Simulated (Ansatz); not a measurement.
**GaSb wire along [110], 16 atoms a period, H-terminated: bands by functional**

Wanted: the relaxed geometry and the bands of the GaSb wire along [110], 16 atoms a period, H-terminated.

Calculated with Ansatz 0.2.0; DFT PBE, plane waves, PAW; relaxation of a wire's period; PAW set soft_1, in the first sound run; inputs show where later runs differ.

Most raw output is cut from this account.

## Step 1: The structure

The cell holds 28 atoms: 8 Sb, 12 H and 8 Ga. Cell: a = 19.590 Å, b = 18.440 Å, c = 4.391 Å, α = 90.0°, β = 90.0°, γ = 90.0°. Vacuum lies along a and b. The structure's axis is c.

## Step 2: Relaxing the period

Band widths follow the bond lengths, so the wire is relaxed first. The atoms and the third cell vector are free; the box across stays fixed as vacuum. A Fermi-Dirac smearing is set since the result may be a metal. The pressure printed is a third of the stress's trace over the whole box, vacuum included; only the stress along the axis is relaxed.

The input, input.yaml:

```yaml
crystal:
  lattice:
    - [19.59, 0.0, 0.0]
    - [0.0, 18.44, 0.0]
    - [0.0, 0.0, 4.3911331112]
  atoms:
    - { symbol: Sb, position: [0.383632617, 0.619065547, 0.0] }
    - { symbol: H, position: [0.416316975, 0.808091097, 0.0] }
    - { symbol: Ga, position: [0.462882234, 0.738130978, 0.0] }
    - { symbol: Ga, position: [0.462882234, 0.500000115, 0.0] }
    - { symbol: Sb, position: [0.700631086, 0.619065547, 0.0] }
    - { symbol: H, position: [0.752206531, 0.696553021, 0.0] }
    - { symbol: Ga, position: [0.779880703, 0.500000115, 0.0] }
    - { symbol: H, position: [0.173557938, 0.500000115, 0.174601298] }
[... 16 atom lines left out ...]
    - { symbol: H, position: [0.416316975, 0.191909133, 0.0] }
    - { symbol: Ga, position: [0.462882234, 0.261869253, 0.0] }
    - { symbol: Sb, position: [0.700631086, 0.380934684, 0.0] }
    - { symbol: H, position: [0.752206531, 0.30344721, 0.0] }
kpoints:
  mp_grid: { grid: [1, 1, 19] }
scf:
  occupations: { method: fermi_dirac, width: 0.05 }
hamiltonian:
  xc: pbe
  pseudopotentials: { kind: paw, azcp: { folder: soft_1 } }
relax:
  cell: { fix: [a, b, alpha, beta, gamma] }
  max_steps: 45
  f_tol: 0.03
```

Command:

```
$ ansatz run input.yaml --threads 8 --pin off --max-ram 16384MiB --backend cpu --events-out ev --progress --plain --runs-dir out
```

Elapsed: 7.1 min, on 8 threads of Arm Neoverse N1, shared host; peak memory 7.6 GiB; 56 min of CPU time.

Relaxation path:

| step | energy less that of the first step (eV) | largest force component (eV/Å) | pressure (GPa) | volume (Å³) |
| --- | --- | --- | --- | --- |
| 1 | 0.0000 | 1.2097 | -0.20 | 1586.25 |
| 2 | -0.5569 | 0.4818 | -0.11 | 1596.03 |
| 3 | -0.6551 | 0.1415 | 0.06 | 1602.91 |
| 4 | -0.6400 | 0.1877 | 0.00 | 1605.82 |
| 5 | -0.6777 | 0.0291 | 0.01 | 1605.45 |
| 6* | -0.6799 | 0.0291 | 0.01 | 1605.45 |

Relaxation steps marked * repeat the geometry before them on a plane-wave basis chosen anew for their cell, so energy and pressure can jump there. Relaxation step 4 was tried and not accepted.

Forces are held to the 4 operations that the run works with; a distortion that breaks them can't arise in this run.

| cell as run | before | after | change |
| --- | --- | --- | --- |
| c (Å) | 4.391 | 4.444 | +1.2 % |

The atoms that moved most (Å, along periodic axes as changes of fractional coordinates times the final cell, across vacuum about the mean position):

| atom | dx | dy | dz | length |
| --- | --- | --- | --- | --- |
| Sb10 | 0.295 | 0.000 | 0.000 | 0.295 |
| Ga7 | 0.247 | 0.000 | 0.000 | 0.247 |
| H23 | 0.149 | 0.000 | -0.183 | 0.236 |
| H8 | 0.149 | 0.000 | 0.183 | 0.236 |
| H6 | -0.184 | -0.136 | 0.000 | 0.229 |
| H28 | -0.184 | 0.136 | 0.000 | 0.229 |
| H19 | -0.087 | -0.182 | 0.000 | 0.202 |
| H18 | -0.087 | 0.182 | 0.000 | 0.202 |

The relaxed structure:

```cif
data_structure
_symmetry_space_group_name_H-M 'P 1'
_symmetry_Int_Tables_number 1
_cell_length_a 19.5900
_cell_length_b 18.4400
_cell_length_c 4.4443
_cell_angle_alpha 90.000
_cell_angle_beta 90.000
_cell_angle_gamma 90.000
_cell_volume 1605.45
loop_
_atom_site_label
_atom_site_type_symbol
_atom_site_fract_x
_atom_site_fract_y
_atom_site_fract_z
_atom_site_occupancy
Sb1 Sb 0.38479 0.62001 0.00000 1
H2 H 0.41575 0.81224 0.00000 1
Ga3 Ga 0.45983 0.74129 0.00000 1
Ga4 Ga 0.46235 0.50000 0.00000 1
Sb5 Sb 0.69832 0.60885 0.00000 1
H6 H 0.74281 0.68918 0.00000 1
Ga7 Ga 0.79247 0.50000 0.00000 1
H8 H 0.18118 0.50000 0.21585 1
H9 H 0.82797 0.50000 0.31207 1
Sb10 Sb 0.24019 0.50000 0.50000 1
H11 H 0.25647 0.30654 0.50000 1
H12 H 0.25647 0.69346 0.50000 1
Ga13 Ga 0.30752 0.37196 0.50000 1
Ga14 Ga 0.30752 0.62804 0.50000 1
Sb15 Sb 0.53675 0.26881 0.50000 1
Sb16 Sb 0.53675 0.73119 0.50000 1
Sb17 Sb 0.54107 0.50000 0.50000 1
H18 H 0.58927 0.19425 0.50000 1
H19 H 0.58927 0.80575 0.50000 1
Ga20 Ga 0.62141 0.38201 0.50000 1
Ga21 Ga 0.62141 0.61799 0.50000 1
H22 H 0.82797 0.50000 0.68793 1
H23 H 0.18118 0.50000 0.78415 1
Sb24 Sb 0.38479 0.37999 0.00000 1
H25 H 0.41575 0.18776 0.00000 1
Ga26 Ga 0.45983 0.25871 0.00000 1
Sb27 Sb 0.69832 0.39115 0.00000 1
H28 H 0.74281 0.31082 0.00000 1
```

This step gave:

| Item | Value |
| --- | --- |
| cell length along the wire | 4.444 Å |

The cell's length comes to 4.444 Å with spin left out.

## Step 3: Bands of the perfect wire

This step: DFT PBE, plane waves, PAW; bands of a perfect wire; PAW set soft_1 (Ansatz 0.2.0).

At the relaxed period the bands are computed along the axis; those that cross an energy going forward count the channels that a perfect wire would open there.

The input, input.yaml:

```yaml
crystal:
  lattice:
    - [19.59, 0.0, 0.0]
    - [0.0, 18.44, 0.0]
    - [0.0, 0.0, 4.4442734547]
  atoms:
    - { symbol: Sb, position: [0.38479335, 0.620006511, 0.0] }
    - { symbol: H, position: [0.415748535, 0.812238387, 0.0] }
    - { symbol: Ga, position: [0.45982633, 0.741294757, 0.0] }
    - { symbol: Ga, position: [0.46235169, 0.5, 0.0] }
    - { symbol: Sb, position: [0.698317015, 0.608853716, 0.0] }
    - { symbol: H, position: [0.742808317, 0.689183723, 0.0] }
    - { symbol: Ga, position: [0.792470937, 0.5, 0.0] }
    - { symbol: H, position: [0.181177131, 0.5, 0.215851875] }
[... 16 atom lines left out ...]
    - { symbol: H, position: [0.415748535, 0.187761613, 0.0] }
    - { symbol: Ga, position: [0.45982633, 0.258705243, 0.0] }
    - { symbol: Sb, position: [0.698317015, 0.391146284, 0.0] }
    - { symbol: H, position: [0.742808317, 0.310816277, 0.0] }
kpoints:
  mp_grid: { grid: [1, 1, 19] }
  band_path: { path: ["Γ", Z], npoints: 90 }
scf:
  occupations: { method: fermi_dirac, width: 0.05 }
hamiltonian:
  xc: pbe
  pseudopotentials: { kind: paw, azcp: { folder: soft_1 } }
output:
  dos: { e_range: [-5, 4] }
  write_potential: true
  write_density: true
  volumetric_format: npy
```

Wall time 9.5 min (8 threads); peak memory 12 GiB; 75 min of CPU time.

Numbers from this step:

```yaml
band_gap: 1.451 eV
```

Electronic bands along the path, in eV, zero at the Fermi level; v1 is the highest filled band, c1 the lowest empty one:

| point | v4 | v3 | v2 | v1 | c1 | c2 | c3 | c4 |
| --- | --- | --- | --- | --- | --- | --- | --- | --- |
| Γ | -1.36 | -1.34 | -1.01 | -0.71 | 0.74 | 0.76 | 0.83 | 1.04 |
| halfway | -1.62 | -1.56 | -1.53 | -1.40 | 1.60 | 1.64 | 1.86 | 1.97 |
| Z | -2.07 | -1.93 | -1.81 | -1.76 | 1.29 | 1.37 | 1.43 | 1.63 |

The gap is 1.45 eV, with spin left out.

On this path the gap is direct, 1.45 eV, with the valence top at Γ and the conduction bottom at Γ.

## Step 4: Another level of theory, cutoff 500 eV, k-mesh 1×1×14

This step: DFT r2SCAN, plane waves, PAW; bands of a perfect wire at the PBE geometry; PAW set soft_1 (Ansatz 0.2.0).

The atoms stay at the PBE geometry and the functional changes. r2SCAN also reads the kinetic-energy density; it often gives larger moments and wider gaps than PBE, at a higher cost. Against the first PBE run of this kind, the cutoff is 500 eV against 420 and the mesh along the wire has 14 points against 19.

Edit input.yaml of step 3 so:

```diff
@@ -35,3 +35,3 @@
 kpoints:
-  mp_grid: { grid: [1, 1, 19] }
+  mp_grid: { grid: [1, 1, 14] }
   band_path: { path: ["Γ", Z], npoints: 90 }
@@ -40,8 +40,3 @@
 hamiltonian:
-  xc: pbe
+  xc: r2scan
   pseudopotentials: { kind: paw, azcp: { folder: soft_1 } }
-output:
-  dos: { e_range: [-5, 4] }
-  write_potential: true
-  write_density: true
-  volumetric_format: npy
```

The job ended after 14 min (8 threads; peak memory 14 GiB; 1.9 h of CPU time).

This step gave:

- band gap: 1.742 eV

The electronic bands at the labelled points (eV, zero at the Fermi level; v1 is the highest filled band, c1 the lowest empty one):

| point | v4 | v3 | v2 | v1 | c1 | c2 | c3 | c4 |
| --- | --- | --- | --- | --- | --- | --- | --- | --- |
| Γ | -1.52 | -1.51 | -1.17 | -0.86 | 0.89 | 0.91 | 0.99 | 1.20 |
| halfway | -1.80 | -1.74 | -1.71 | -1.58 | 1.78 | 1.79 | 2.00 | 2.14 |
| Z | -2.28 | -2.14 | -2.01 | -1.95 | 1.41 | 1.55 | 1.57 | 1.77 |

The gap is 1.74 eV, against 1.45 eV under PBE at the relaxed period.

## Step 5: Another level of theory, level HSE06, cutoff 420 eV

This step: DFT HSE06, plane waves, PAW; levels of a perfect wire at the PBE geometry; PAW set soft_1 (Ansatz 0.2.0).

The atoms stay at the PBE geometry and the functional changes. HSE06 mixes in a quarter of short-range exact exchange, which removes part of the self-interaction that closes gaps; it is dear, so the mesh is thinner and no path is run. Against the first PBE run of this kind, the mesh along the wire has 7 points against 19.

Edit input.yaml of step 4 so:

```diff
@@ -35,4 +35,3 @@
 kpoints:
-  mp_grid: { grid: [1, 1, 14] }
-  band_path: { path: ["Γ", Z], npoints: 90 }
+  mp_grid: { grid: [1, 1, 7] }
 scf:
@@ -40,3 +39,3 @@
 hamiltonian:
-  xc: r2scan
+  xc: hse06
   pseudopotentials: { kind: paw, azcp: { folder: soft_1 } }
```

The job ended after 19 min (8 threads; peak memory 7.5 GiB).

This step gave:

```
band gap : 2.126 eV
```

The gap is 2.13 eV, against 1.45 eV under PBE at the relaxed period.

## Step 6: Two-component spinors, k-mesh 1×1×12

This step: DFT PBE, plane waves, fully relativistic PAW; bands of a perfect wire with spin-orbit coupling; PAW set soft_1 (Ansatz 0.2.0).

Spin-orbit coupling mixes the spins and splits bands that cross or touch without it, so it can open or close channels. Fully relativistic datasets take the place of the scalar ones.

Edit input.yaml of step 5 so:

```diff
@@ -35,3 +35,4 @@
 kpoints:
-  mp_grid: { grid: [1, 1, 7] }
+  mp_grid: { grid: [1, 1, 12] }
+  band_path: { path: ["Γ", Z], npoints: 90 }
 scf:
@@ -39,3 +40,6 @@
 hamiltonian:
-  xc: hse06
-  pseudopotentials: { kind: paw, azcp: { folder: soft_1 } }
+  xc: pbe
+  pseudopotentials: { kind: paw_fr, azcp: { folder: soft_1 } }
+magnetization:
+  noncollinear: true
+  spin_orbit: true
```

The job ended after 1.8 h (8 threads; peak memory 14 GiB).

The run was cut off at the time limit after its SCF cycle had converged; no result of it is taken.

## Step 7: Outcome

| Property | Result |
| --- | --- |
| cell length, PBE | 4.444 Å |
| gap, PBE | 1.45 eV |
| gap, r2SCAN | 1.74 eV |
| gap, HSE06 | 2.13 eV |

What this shows: Under PBE the cell's length is 4.44 Å, and a gap of 1.45 eV makes it a semiconductor. At the relaxed period the wire is gapped under every functional, from 1.45 eV (PBE) to 2.13 eV (HSE06). Weak screening in one dimension makes quasiparticle gaps larger than the semilocal gaps, as a rule. Plain hydrogen on a compound's surface is a simple closure: it may leave surface states, and facets that end in unlike atoms put a field across the wire, both of which shrink the gap. Spin-orbit coupling is left out, which matters for the bands of heavy atoms. A hybrid's gap is read on a coarse mesh, without a band path.

[Logs are printed without paths, hosts, clocks, repeated set-up lines and the standing remarks that a program may print on its own settings, such as how far it seeks lower states.]

[Hosts, paths, dates, database ids (printed as entryN), source tags and the programs' standing remarks are cut or masked in the printed files.]
